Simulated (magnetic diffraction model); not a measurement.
# Ce₃Mg₁₃B₂: what an assumed order does to the neutron pattern

Space group P6/mmm (no. 191), a = 6.0220 Å, c = 13.2210 Å.

| site | atom | x | y | z |
| --- | --- | --- | --- | --- |
| 2e | Ce | 0 | 0 | 0.3296 |
| 1a | Ce | 0 | 0 | 0 |
| 6i | Mg | 0 | 1/2 | 0.1350 |
| 4h | Mg | 2/3 | 1/3 | 0.3151 |
| 3g | Mg | 0 | 1/2 | 1/2 |
| 2c | B | 1/3 | 2/3 | 0 |

This is a made-up structure (elements placed in a structure type, unrelaxed), so the numbers test the method and describe no known phase.

Only Ce is taken to order (form factors of Ce3+); orders and moment sizes are assumed, and not adapted to the symmetry. Radiation: neutrons of λ = 2.567 Å (absorption by B left out), 3° to 75°; isotropic B of 0.11 Å² (Ce), 0.22 Å² (Mg) and 0.23 Å² (B). Simulated constant-wavelength pattern: nuclear and magnetic terms add, the magnetic one as |2.695 fm × Σ f S⊥ exp(2πi Q·r) exp(−B s²)|², summed over all Q at one angle with the factor 1/(sin²θ cos θ). For collinear order S is the moment m, which repeats by lattice and centring translations R with the sign exp(−2πi k·R). Free-ion form factors, Sears's scattering lengths of 1992, no absorption; a label names one of the reflections at its angle. The strongest nuclear line in the range is 100, and lines under 0.2 are left out.

Assume the order k = (1/2 1/2 1/2), collinear moments along [120], 1.4 μB on Ce; signs + at (0, 0, 0.3296), − at (0, 0, 0.6704), − at (0, 0, 0).

Q: Where does magnetic intensity appear, and how strong is it?

```tsv
2θ (°)	index	nuclear	magnetic
11.14	(0 0 1)	6.4	0.0
21.98	(1/2 -1/2 3/2)	0.0	6.7
22.39	(0 0 2)	1.7	0.0
28.50	(1 0 0)	17.2	0.0
29.92	(1/2 1/2 3/2)	0.0	1.9
30.68	(1 0 1)	0.6	0.0
36.54	(1 0 2)	0.4	0.0
41.79	(3/2 -1/2 3/2)	0.0	2.5
44.83	(1 0 3)	8.6	0.0
45.70	(0 0 4)	0.2	0.0
46.76	(3/2 -3/2 3/2)	0.0	1.2
50.46	(1 1 0)	18.3	0.0
53.98	(1/2 -1/2 9/2)	0.0	1.1
55.67	(3/2 1/2 3/2)	0.0	0.8
55.86	(1 1 2)	2.4	0.0
58.08	(0 0 5)	8.4	0.0
58.17	(1/2 1/2 9/2)	0.0	0.9
58.97	(2 0 0)	33.5	0.0
60.23	(2 0 1)	0.6	0.0
62.16	(1 1 3)	100.0	0.0
63.89	(2 0 2)	5.1	0.0
65.94	(1 0 5)	4.7	0.0
66.03	(3/2 -1/2 9/2)	0.0	1.3
67.53	(5/2 -3/2 3/2)	0.0	1.0
69.77	(2 0 3)	45.3	0.0
69.77	(3/2 -3/2 9/2)	0.0	0.6
70.43	(1 1 4)	5.3	0.0
71.24	(5/2 -1/2 3/2)	0.0	0.7
71.25	(0 0 6)	18.7	0.0
```

The strongest magnetic line in the range is (1/2 -1/2 3/2) at 21.98° (6.7). On top of the Lorentz factor, which all lines share, magnetic lines fade with angle because f falls: for Ce3+ it is 0.96, 0.86, 0.71 and 0.43 at sin θ/λ = 0.1, 0.2, 0.3 and 0.5 Å⁻¹, while nuclear lengths stay constant. The order has no net moment.

[Logs are printed without paths, hosts, clocks, repeated set-up lines and the standing remarks that a program may print on its own settings, such as how far it seeks lower states.]
